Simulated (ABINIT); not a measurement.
An input for ABINIT 10.8.3 (Be3N2 (R3m)):

```
acell 3*1.0 Angstrom
rprim 
  1.419805055509 0.819724830995 4.866215662800
  -1.419805055509 0.819724830995 4.866215662800
  -0.000000000000 -1.639449661990 4.866215662800
ntypat 2
znucl 4 7
natom 5
typat 1 1 1 2 2
xred 
  0.859001080000 0.859001080000 0.859001080000
  0.317694560000 0.317694560000 0.317694560000
  0.088806770000 0.088806770000 0.088806770000
  0.204162680000 0.204162680000 0.204162680000
  0.708434910000 0.708434910000 0.708434910000
pp_dirpath "pseudos"
pseudos "Be.upf, N.upf"
ecut 38
ngkpt 4 4 4
nshiftk 1
shiftk 0 0 0
kptopt 1
chksymbreak 0
irdden 1
istwfk *1
nband 91
prtvol 0
optdriver 6
gwr_task "HDIAGO"
paral_kgb 0
occopt 1
indata_prefix "in"
outdata_prefix "out"
tmpdata_prefix "tmp"
```

```sh
OMP_NUM_THREADS=1 mpirun -n 4 abinit run.abi > log
```

**Question.** How long will it take on 4 MPI ranks of Arm Neoverse V2, shared host, and how much memory?

It took 57 s; on shared hardware allow 28 s to 1.9 min. Peak host memory was 1.7 GiB.

[Paths, hosts, dates, memory and timing lines, banners, echoed tables and standing remarks are left out of the program output.]

[Logs are printed without paths, hosts, clocks, repeated set-up lines and the standing remarks that a program may print on its own settings, such as how far it seeks lower states.]

[Runs of the session that timed out or met a known fault of the program may be left out.]

[Hosts, paths, dates, database ids (printed as entryN), source tags and the programs' standing remarks are cut or masked in the printed files.]

[G0W0 gaps are taken among the corrected bands and points alone; a level outside them can change the order at an edge.]

[Where Ansatz stands beside ABINIT at settings called matched, ABINIT's density can come from a denser mesh and the files from another edition; pairs whose starting gaps differed by over 0.03 eV were left out, so agreement reads better than it is.]
